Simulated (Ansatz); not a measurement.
# Band gap of SnWO4 (Pnna) from density functionals to GW

What gap does each level of theory give for SnWO4 (Pnna), and in what time?

Method: density functionals, hybrids and G0W0, plane waves, PAW, in Ansatz 0.2.0.

Most raw output is cut from this account.

In doubt: masses and optical values from hybrid runs of this build are listed as unsure (step 8), which bears on the screening that GW takes from such a start.

## 1. Set-up

Symmetry: Pnna, No. 52, orthorhombic system. The conventional cell has a = 5.627 Å, b = 11.649 Å, c = 4.997 Å, α = 90.00°, β = 90.00°, γ = 90.00°. Nearest to Sn lie 4 O at 2.18 to 2.39 Å. Nearest to W lie 6 O at 1.80 to 2.14 Å. Nearest to O lie 2 W at 1.80 to 2.14 Å. Nearest to O lie 1 W at 1.89 Å and 2 Sn at 2.18 to 2.39 Å. Farther neighbours and most contacts between anions are not listed.

The cell and positions come from the Crystallography Open Database and are kept as given unless a step says otherwise. Spin-orbit coupling is left out unless a step names it. The default PAW set here is soft_2. Its files were made with PBE.

## 2. LDA on the 4×2×6 mesh

This step: DFT, LDA, plane waves, PAW.

Contents of input.yaml:

```yaml
crystal:
  lattice:
    - [5.627, 0.0, 0.0]
    - [0.0, 11.6486, 0.0]
    - [0.0, 0.0, 4.9973]
  atoms:
    - { symbol: Sn, position: [0.25, 0.0, 0.2196] }
    - { symbol: Sn, position: [0.25, 0.5, 0.2804] }
    - { symbol: Sn, position: [0.75, 0.0, 0.7804] }
    - { symbol: Sn, position: [0.75, 0.5, 0.7196] }
    - { symbol: W, position: [0.6677, 0.25, 0.25] }
    - { symbol: W, position: [0.8323, 0.75, 0.25] }
    - { symbol: W, position: [0.3323, 0.75, 0.75] }
    - { symbol: W, position: [0.1677, 0.25, 0.75] }
    - { symbol: O, position: [0.3765, 0.2987, 0.9988] }
    - { symbol: O, position: [0.1235, 0.7013, 0.9988] }
    - { symbol: O, position: [0.3765, 0.2013, 0.5012] }
    - { symbol: O, position: [0.1235, 0.7987, 0.5012] }
    - { symbol: O, position: [0.6235, 0.7013, 0.0012] }
    - { symbol: O, position: [0.8765, 0.2987, 0.0012] }
    - { symbol: O, position: [0.6235, 0.7987, 0.4988] }
    - { symbol: O, position: [0.8765, 0.2013, 0.4988] }
    - { symbol: O, position: [0.1019, 0.3961, 0.6037] }
    - { symbol: O, position: [0.3981, 0.6039, 0.6037] }
    - { symbol: O, position: [0.1019, 0.1039, 0.8963] }
    - { symbol: O, position: [0.3981, 0.8961, 0.8963] }
    - { symbol: O, position: [0.8981, 0.6039, 0.3963] }
    - { symbol: O, position: [0.6019, 0.3961, 0.3963] }
    - { symbol: O, position: [0.8981, 0.8961, 0.1037] }
    - { symbol: O, position: [0.6019, 0.1039, 0.1037] }
kpoints:
  mp_grid: { grid: [4, 2, 6] }
  band_path:
    path:
      - [0.0, 0.0, 0.0]
      - [0.5, 0.0, 0.0]
      - [0.5, 0.5, 0.0]
      - [0.0, 0.5, 0.0]
      - [0.0, 0.0, 0.5]
      - [0.5, 0.0, 0.5]
      - [0.5, 0.5, 0.5]
      - [0.0, 0.5, 0.5]
      - [0.0, 0.0, 0.25]
      - [0.0, 0.4, 0.0]
    npoints: 1
hamiltonian:
  xc: lda
scf:
  occupations: { method: fixed }
  n_extra_bands: 12
output:
  eigenvalues: true
  forces: true
  stress: true
```

On the command line:

```sh
$ ansatz run input.yaml --threads 24 --pin off --max-ram 82944MiB --backend cuda --events-out ev --progress --plain --runs-dir out --devices 1 --max-vram 78GiB
```

Elapsed: 1.9 s, on 1 × NVIDIA GB200 (shared by 2 runs) with 24 threads of Arm Neoverse V2, shared host; peak memory 1.1 GiB; 11 s of CPU time.

Numbers from this step:

```
pressure             : -4.975 GPa
gap                  : 1.351 eV
valence top at       : k = (0.000, 0.000, 0.250)
conduction bottom at : Γ
least direct gap     : 1.417 eV
```

Over mesh and listed points the gap is 1.351 eV, from k = (0.000, 0.000, 0.250) to k = Γ. The least direct gap found is 1.417 eV, at k = (0.000, 0.400, 0.000). On the 4×2×6 mesh alone the same run gives 1.365 eV, so that mesh misses an edge of LDA: 1.365 − 1.351 = +0.014 eV. The pressure in this cell is -5 GPa; the cell is kept.

## 3. r2SCAN on the 4×2×6 mesh

Levels along a band path and on the mesh show where this functional puts the band edges.

This step: DFT, r2SCAN, plane waves, PAW.

input.yaml: that of step 2 with these lines changed.

```diff
@@ -34,17 +34,11 @@
     path:
-      - [0.0, 0.0, 0.0]
-      - [0.5, 0.0, 0.0]
-      - [0.5, 0.5, 0.0]
-      - [0.0, 0.5, 0.0]
-      - [0.0, 0.0, 0.5]
-      - [0.5, 0.0, 0.5]
-      - [0.5, 0.5, 0.5]
-      - [0.0, 0.5, 0.5]
-      - [0.0, 0.0, 0.25]
-      - [0.0, 0.4, 0.0]
-    npoints: 1
+      - [[0.0, 0.0, 0.0], [0.5, 0.0, 0.0], [0.5, 0.5, 0.0], [0.0, 0.5, 0.0], [0.0, 0.0, 0.0], [0.0, 0.0, 0.5], [0.5, 0.0, 0.5], [0.5, 0.5, 0.5], [0.0, 0.5, 0.5], [0.0, 0.0, 0.5]]
+      - [[0.5, 0.0, 0.0], [0.5, 0.0, 0.5]]
+      - [[0.0, 0.5, 0.0], [0.0, 0.5, 0.5]]
+      - [[0.5, 0.5, 0.0], [0.5, 0.5, 0.5]]
+    npoints: 10
 hamiltonian:
-  xc: lda
+  xc: r2scan
 scf:
-  occupations: { method: fixed }
+  occupations: { method: fermi_dirac, width: 0.02 }
   n_extra_bands: 12
```

The job ended after 6.3 s (1 × NVIDIA GB200 (shared by 2 runs) with 24 threads; peak memory 1.6 GiB; 37 s of CPU time).

This step gave:

```yaml
pressure: -0.3902 GPa
filled_bands: 104
gap: 1.505 eV
valence_top_at: k = (0.000, 0.000, 0.250)
conduction_bottom_at: Γ
least_direct_gap: 1.561 eV
```

Over mesh and path the gap is 1.505 eV, from k = (0.000, 0.000, 0.250) to k = Γ. The least direct gap found is 1.561 eV, at k = (0.000, 0.400, 0.000). On the 4×2×6 mesh alone the same run gives 1.530 eV, so that mesh misses an edge of r2SCAN: 1.530 − 1.505 = +0.025 eV. r2SCAN against LDA: 1.505 − 1.351 = +0.154 eV. The runs also differ in plane-wave cutoff (420 eV and 500 eV), so how much of this comes from the functional alone is not known.

## 4. r2SCAN+SOC on the 4×2×6 mesh

This run has two-component orbitals with spin-orbit coupling.

This step: DFT, r2SCAN with spin-orbit coupling, plane waves, PAW.

input.yaml: that of step 3 with these lines changed.

```diff
@@ -34,7 +34,13 @@
     path:
-      - [[0.0, 0.0, 0.0], [0.5, 0.0, 0.0], [0.5, 0.5, 0.0], [0.0, 0.5, 0.0], [0.0, 0.0, 0.0], [0.0, 0.0, 0.5], [0.5, 0.0, 0.5], [0.5, 0.5, 0.5], [0.0, 0.5, 0.5], [0.0, 0.0, 0.5]]
-      - [[0.5, 0.0, 0.0], [0.5, 0.0, 0.5]]
-      - [[0.0, 0.5, 0.0], [0.0, 0.5, 0.5]]
-      - [[0.5, 0.5, 0.0], [0.5, 0.5, 0.5]]
-    npoints: 10
+      - [0.0, 0.0, 0.0]
+      - [0.5, 0.0, 0.0]
+      - [0.5, 0.5, 0.0]
+      - [0.0, 0.5, 0.0]
+      - [0.0, 0.0, 0.5]
+      - [0.5, 0.0, 0.5]
+      - [0.5, 0.5, 0.5]
+      - [0.0, 0.5, 0.5]
+      - [0.0, 0.0, 0.25]
+      - [0.0, 0.4, 0.0]
+    npoints: 1
 hamiltonian:
@@ -42,4 +48,7 @@
 scf:
-  occupations: { method: fermi_dirac, width: 0.02 }
-  n_extra_bands: 12
+  occupations: { method: fixed }
+  n_extra_bands: 24
+magnetization:
+  noncollinear: true
+  spin_orbit: true
 output:
```

The job ended after 8.3 s (1 × NVIDIA GB200 (shared by 2 runs) with 24 threads; peak memory 2.7 GiB; 78 s of CPU time).

Numbers from this step:

```yaml
pressure: -0.6026 GPa
gap: 1.470 eV
valence_top_at: k = (0.000, 0.000, 0.250)
conduction_bottom_at: k = (0.000, -0.500, 0.167)
least_direct_gap: 1.493 eV
```

Over mesh and listed points the gap is 1.470 eV, from k = (0.000, 0.000, 0.250) to k = (0.000, -0.500, 0.167). The least direct gap found is 1.493 eV, at k = (0.000, -0.500, 0.167). On the 4×2×6 mesh alone the same run gives 1.493 eV, so that mesh misses an edge of r2SCAN+SOC: 1.493 − 1.470 = +0.023 eV. r2SCAN+SOC against r2SCAN: 1.470 − 1.505 = −0.035 eV. Mesh, set of files and cutoff are the same, but the conduction bottom lies at another k point, so this need not be the shift of one pair of states. The spin-orbit run sees mesh and listed points alone, so its gap is an upper bound: the coupling can move an edge off these points, and the change over the zone, its sign included where it is small, is not known.

## 5. HSE06 on the 4×2×4 mesh

HSE06 mixes in a quarter of exact exchange at short range.

This step: DFT, HSE06, plane waves, PAW.

input.yaml: that of step 4 with these lines changed.

```diff
@@ -31,3 +31,3 @@
 kpoints:
-  mp_grid: { grid: [4, 2, 6] }
+  mp_grid: { grid: [4, 2, 4] }
   band_path:
@@ -46,12 +46,7 @@
 hamiltonian:
-  xc: r2scan
+  xc: hse06
 scf:
   occupations: { method: fixed }
-  n_extra_bands: 24
-magnetization:
-  noncollinear: true
-  spin_orbit: true
+  n_extra_bands: 12
 output:
   eigenvalues: true
-  forces: true
-  stress: true
```

Run time: 40 s. Hardware: 1 × NVIDIA GB200 (shared by 2 runs) with 24 threads; peak memory 3 GiB; 8.3 min of CPU time.

This step gave:

| Quantity | Value |
| --- | --- |
| gap | 2.078 eV |
| valence top at | k = (0.000, 0.000, 0.250) |
| conduction bottom at | Γ |
| least direct gap | 2.134 eV |
| exact-exchange fraction | 0.25 |

Over mesh and listed points the gap is 2.078 eV, from k = (0.000, 0.000, 0.250) to k = Γ. The least direct gap found is 2.134 eV, at k = (0.000, 0.400, 0.000). HSE06 against LDA: 2.078 − 1.351 = +0.727 eV. The runs also differ in mesh (4×2×6 and 4×2×4), so how much of this comes from the functional alone is not known.

## 6. PBE0 on the 4×2×4 mesh

PBE0 mixes in a quarter of exact exchange at all distances.

This step: DFT, PBE0, plane waves, PAW.

input.yaml: that of step 5 with these lines changed.

```diff
@@ -46,3 +46,3 @@
 hamiltonian:
-  xc: hse06
+  xc: pbe0
 scf:
```

Elapsed: 35 s, on 1 × NVIDIA GB200 (shared by 2 runs) with 24 threads; peak memory 3.2 GiB; 8 min of CPU time.

Numbers from this step:

* gap: 2.792 eV
* valence top at: k = (0.000, 0.000, 0.250)
* conduction bottom at: Γ
* least direct gap: 2.847 eV
* exact-exchange fraction: 0.25

Over mesh and listed points the gap is 2.792 eV, from k = (0.000, 0.000, 0.250) to k = Γ. The least direct gap found is 2.847 eV, at k = (0.000, 0.400, 0.000). PBE0 against HSE06: 2.792 − 2.078 = +0.714 eV, with the same mesh, files and cutoff, and both edges at the same k points.

## 7. G0W0@r2SCAN, 2×2×4 mesh, 977 empty bands, screening to 120 eV

G0W0 replaces the xc potential by a self-energy built once from the orbitals of the start. Levels are corrected in the window of bands that the input names, at points of the mesh.

This step: G0W0 on r2SCAN, plane waves, PAW.

input.yaml: that of step 6 with these lines changed.

```diff
@@ -31,22 +31,12 @@
 kpoints:
-  mp_grid: { grid: [4, 2, 4] }
-  band_path:
-    path:
-      - [0.0, 0.0, 0.0]
-      - [0.5, 0.0, 0.0]
-      - [0.5, 0.5, 0.0]
-      - [0.0, 0.5, 0.0]
-      - [0.0, 0.0, 0.5]
-      - [0.5, 0.0, 0.5]
-      - [0.5, 0.5, 0.5]
-      - [0.0, 0.5, 0.5]
-      - [0.0, 0.0, 0.25]
-      - [0.0, 0.4, 0.0]
-    npoints: 1
+  mp_grid: { grid: [2, 2, 4] }
 hamiltonian:
-  xc: pbe0
+  xc: r2scan
 scf:
   occupations: { method: fixed }
-  n_extra_bands: 12
-output:
-  eigenvalues: true
+gw:
+  n_empty_bands: 977
+  ecut_chi: 120.0
+  qp_bands: [v4, c4]
+  qp_kpoints: band_edges
+  screening: { model: contour_deformation }
```

It took 62 s on 1 × NVIDIA GB200 (shared by 2 runs) with 24 threads; peak memory 6.8 GiB; 3.1 min of CPU time.

This step gave:

- bands summed: 1081
- RPA ε∞ on this mesh (eigenvalues): 5.571, 5.779, 6.803
- plane waves in the screening matrix: 995
- G0W0 gap over the corrected points: 2.586 eV
- k of the valence top: 0, 0, 0.25
- k of the conduction bottom: 0, 0, 0
- starting gap on the mesh: 1.507 eV
- Z at the valence top: 0.7689
- Z at the conduction bottom: 0.7655
- least direct G0W0 gap over the corrected points: 2.645 eV

Over 11 of 12 irreducible mesh points the G0W0 gap is 2.586 eV, from k = (0.000, 0.000, 0.250) to k = Γ. The r2SCAN gap of this run on the mesh is 1.507 eV. The two states that bound the G0W0 gap lie that far apart at the start, so the correction of the gap is 2.586 − 1.507 = +1.079 eV.

## 8. G0W0@HSE06, 2×2×4 mesh, 454 empty bands, screening to 72 eV

This step: G0W0 on HSE06, plane waves, PAW.

input.yaml: that of step 7 with these lines changed.

```diff
@@ -33,3 +33,3 @@
 hamiltonian:
-  xc: r2scan
+  xc: hse06
 scf:
@@ -37,4 +37,4 @@
 gw:
-  n_empty_bands: 977
-  ecut_chi: 120.0
+  n_empty_bands: 454
+  ecut_chi: 72
   qp_bands: [v4, c4]
```

Run time: 63 s. Hardware: 1 × NVIDIA GB200 (shared by 2 runs) with 24 threads; peak memory 4.1 GiB; 3.9 min of CPU time.

Numbers from this step:

* bands summed: 558
* RPA ε∞ on this mesh (eigenvalues): 4.802, 4.994, 5.743
* plane waves in the screening matrix: 461
* G0W0 gap over the corrected points: 2.774 eV
* k of the valence top: 0, 0, 0.25
* k of the conduction bottom: 0, 0, 0
* starting gap on the mesh: 2.084 eV
* Z at the valence top: 0.7966
* Z at the conduction bottom: 0.7946
* least direct G0W0 gap over the corrected points: 2.840 eV

Over 9 of 12 irreducible mesh points the G0W0 gap is 2.774 eV, from k = (0.000, 0.000, 0.250) to k = Γ. The HSE06 gap of this run on the mesh is 2.084 eV. The two states that bound the G0W0 gap lie that far apart at the start, so the correction of the gap is 2.774 − 2.084 = +0.690 eV. G0W0@HSE06 against G0W0@r2SCAN with 558 bands (a further run, in the table below): 2.774 − 2.588 = +0.186 eV. The runs also differ in plane-wave cutoff (500 eV and 420 eV), so how much of this comes from the start alone is not known. The program's warnings for this run: eigensolver not converged.

## 9. G0W0@LDA, 2×2×4 mesh, 454 empty bands, screening to 72 eV

This step: G0W0 on LDA, plane waves, PAW.

input.yaml: that of step 8 with these lines changed.

```diff
@@ -33,3 +33,3 @@
 hamiltonian:
-  xc: hse06
+  xc: lda
 scf:
```

It took 14 s on 1 × NVIDIA GB200 (shared by 2 runs) with 24 threads; peak memory 2.6 GiB.

Numbers from this step:

- bands summed: 558
- RPA ε∞ on this mesh (eigenvalues): 6.447, 6.623, 7.909
- plane waves in the screening matrix: 461
- G0W0 gap over the corrected points: 2.479 eV
- k of the valence top: 0, 0, 0.25
- k of the conduction bottom: 0, 0, 0
- starting gap on the mesh: 1.353 eV
- Z at the valence top: 0.7601
- Z at the conduction bottom: 0.7614
- least direct G0W0 gap over the corrected points: 2.539 eV

Over 11 of 12 irreducible mesh points the G0W0 gap is 2.479 eV, from k = (0.000, 0.000, 0.250) to k = Γ. The LDA gap of this run on the mesh is 1.353 eV. The two states that bound the G0W0 gap lie that far apart at the start, so the correction of the gap is 2.479 − 1.353 = +1.126 eV. G0W0@LDA against G0W0@HSE06 with 558 bands: 2.479 − 2.774 = −0.295 eV, with the same mesh, files and cutoffs, and both edges at the same k points.

## 10. Gap and time by level

Each gap is the least one over the points named; times are wall times on shared hosts, not benchmarks. A G0W0 time includes the run's own self-consistent start. Runs with listed points see these and the mesh alone, so an edge that moves elsewhere is missed. Rows marked * are further runs, not shown as steps, whose inputs differ from the G0W0 step on the same start in the columns given; solver thresholds can differ too.

| level | mesh | files, cutoff | bands summed, screening | points | gap (eV) | valence top | conduction bottom | least direct gap (eV) | time |
| --- | --- | --- | --- | --- | --- | --- | --- | --- | --- |
| LDA | 4×2×6 | soft_2 PAW, 420 eV | - | mesh and listed points | 1.351 | (0.000, 0.000, 0.250) | Γ | 1.417 | 1.9 s |
| r2SCAN | 4×2×6 | soft_2 PAW, 500 eV | - | mesh and path | 1.505 | (0.000, 0.000, 0.250) | Γ | 1.561 | 6.3 s |
| r2SCAN+SOC | 4×2×6 | soft_2 PAW, 500 eV | - | mesh and listed points | 1.470 | (0.000, 0.000, 0.250) | (0.000, -0.500, 0.167) | 1.493 | 8.3 s |
| HSE06 | 4×2×4 | soft_2 PAW, 420 eV | - | mesh and listed points | 2.078 | (0.000, 0.000, 0.250) | Γ | 2.134 | 40 s |
| PBE0 | 4×2×4 | soft_2 PAW, 420 eV | - | mesh and listed points | 2.792 | (0.000, 0.000, 0.250) | Γ | 2.847 | 35 s |
| G0W0@r2SCAN* | 2×2×4 | soft_2 PAW, 500 eV | 264, 36 eV | 11 of 12 irreducible mesh points | 2.564 | (0.000, 0.000, 0.250) | Γ | 2.618 | 17 s |
| G0W0@r2SCAN* | 2×2×4 | soft_2 PAW, 500 eV | 558, 72 eV | 11 of 12 irreducible mesh points | 2.588 | (0.000, 0.000, 0.250) | Γ | 2.650 | 22 s |
| G0W0@r2SCAN | 2×2×4 | soft_2 PAW, 500 eV | 1081, 120 eV | 11 of 12 irreducible mesh points | 2.586 | (0.000, 0.000, 0.250) | Γ | 2.645 | 62 s |
| G0W0@r2SCAN* | 2×2×2 | soft_2 PAW, 500 eV | 558, 72 eV | all 8 irreducible mesh points | 2.634 | (0.000, -0.500, 0.000) | Γ | 2.657 | 8.6 s |
| G0W0@HSE06 | 2×2×4 | soft_2 PAW, 420 eV | 558, 72 eV | 9 of 12 irreducible mesh points | 2.774 | (0.000, 0.000, 0.250) | Γ | 2.840 | 63 s |
| G0W0@LDA | 2×2×4 | soft_2 PAW, 420 eV | 558, 72 eV | 11 of 12 irreducible mesh points | 2.479 | (0.000, 0.000, 0.250) | Γ | 2.539 | 14 s |

## 11. Results

| Property | Result |
| --- | --- |
| LDA, over mesh and listed points | 1.351 eV |
| r2SCAN, over mesh and path | 1.505 eV |
| r2SCAN+SOC, over mesh and listed points | 1.470 eV |
| HSE06, over mesh and listed points | 2.078 eV |
| PBE0, over mesh and listed points | 2.792 eV |
| G0W0@r2SCAN (1081 bands, 2×2×4), over 11 of 12 irreducible mesh points | 2.586 eV |
| G0W0@HSE06, over 9 of 12 irreducible mesh points | 2.774 eV |
| G0W0@LDA, over 11 of 12 irreducible mesh points | 2.479 eV |
| known limits | finite bands, screening cutoff and k mesh; no spin-orbit coupling in G0W0; screening cutoff under 40 eV in some runs |

**Reading.** The rows run from 1.351 eV (LDA) to 2.792 eV (PBE0). They differ in mesh, plane-wave cutoff, bands and screening cutoff of G0W0 and the points over which the gap was sought as well as in level, so only pairs that share these are like for like. PBE0 against HSE06: 2.792 − 2.078 = +0.714 eV, with the same mesh, files and cutoff, and both edges at the same k points. G0W0@LDA against G0W0@HSE06 with 558 bands: 2.479 − 2.774 = −0.295 eV, with the same mesh, files and cutoffs, and both edges at the same k points. G0W0@r2SCAN (1081 bands, 2×2×4) moves the gap of its own start on the mesh by 2.586 − 1.507 = +1.079 eV, between the same two levels. Both edges that r2SCAN shows over mesh and path lie at k points where levels were corrected. Levels at other points were not corrected, so a lower G0W0 gap elsewhere in the zone is not ruled out. G0W0@HSE06 moves the gap of its own start on the mesh by 2.774 − 2.084 = +0.690 eV, between the same two levels. Both edges that HSE06 shows over mesh and listed points lie at k points where levels were corrected. Levels at other points were not corrected, so a lower G0W0 gap elsewhere in the zone is not ruled out. G0W0@LDA moves the gap of its own start on the mesh by 2.479 − 1.353 = +1.126 eV, between the same two levels. Both edges that LDA shows over mesh and listed points lie at k points where levels were corrected. Levels at other points were not corrected, so a lower G0W0 gap elsewhere in the zone is not ruled out. What spin-orbit coupling does to the G0W0 levels was not computed, so no sum with the G0W0 gap is formed. For G0W0@r2SCAN: from 264 bands and 36 eV to 1081 bands and 120 eV the gap moves by 2.586 − 2.564 = +0.022 eV (rung by rung 2.564, 2.588, 2.586 eV); bands and screening cutoff rise together, so their parts are not told apart. The gap turns back along the series (2.564, 2.588, 2.586 eV), so no line is drawn and the limit is not known. The other G0W0 rows are shown at one basis each (558 bands), so their distance from the limit is not known here. With the 2×2×2 mesh in place of the 2×2×4 mesh and all else as in the G0W0@r2SCAN row with 558 bands, the gap differs by 2.634 − 2.588 = +0.046 eV, and that of the start by 1.548 − 1.507 = +0.041 eV; an edge lies at another k point, so this need not be the shift of one pair of states. For G0W0@HSE06: the program's warnings for this run: eigensolver not converged. The G0W0 runs are scalar-relativistic. G0W0@r2SCAN runs of this series with other atomic data on the same mesh, not shown as steps, give 2.620 eV (hard PAW, 1050 eV, 602 bands, screening to 72 eV; the table's row with the same empty bands and screening cutoff has 2.588 eV); where bands and cutoffs differ too, the part of the files is not isolated. A screening cutoff under 40 eV is crude: G0W0@r2SCAN with 264 bands at 36 eV.

[Paths, hosts, dates, memory and timing lines, banners, echoed tables and standing remarks are left out of the program output.]

[Logs are printed without paths, hosts, clocks, repeated set-up lines and the standing remarks that a program may print on its own settings, such as how far it seeks lower states.]

[Runs of the session that timed out or met a known fault of the program may be left out.]

[Cells called generated may have been cut or substituted from an entry of the Crystallography Open Database or the Materials Project.]

[Hosts, paths, dates, database ids (printed as entryN), source tags and the programs' standing remarks are cut or masked in the printed files.]

[Where an RPA ε∞ is given, it is that of the G0W0 mesh and is not shown converged in it. Names of k-points follow the symmetry that the program found, which can be lower than the space group named. Band edges on a path are those of the sampled points; other points can move an edge, and change direct to indirect where valleys lie close.]

[Hybrid gaps are those of their k-mesh and are not shown converged in it.]
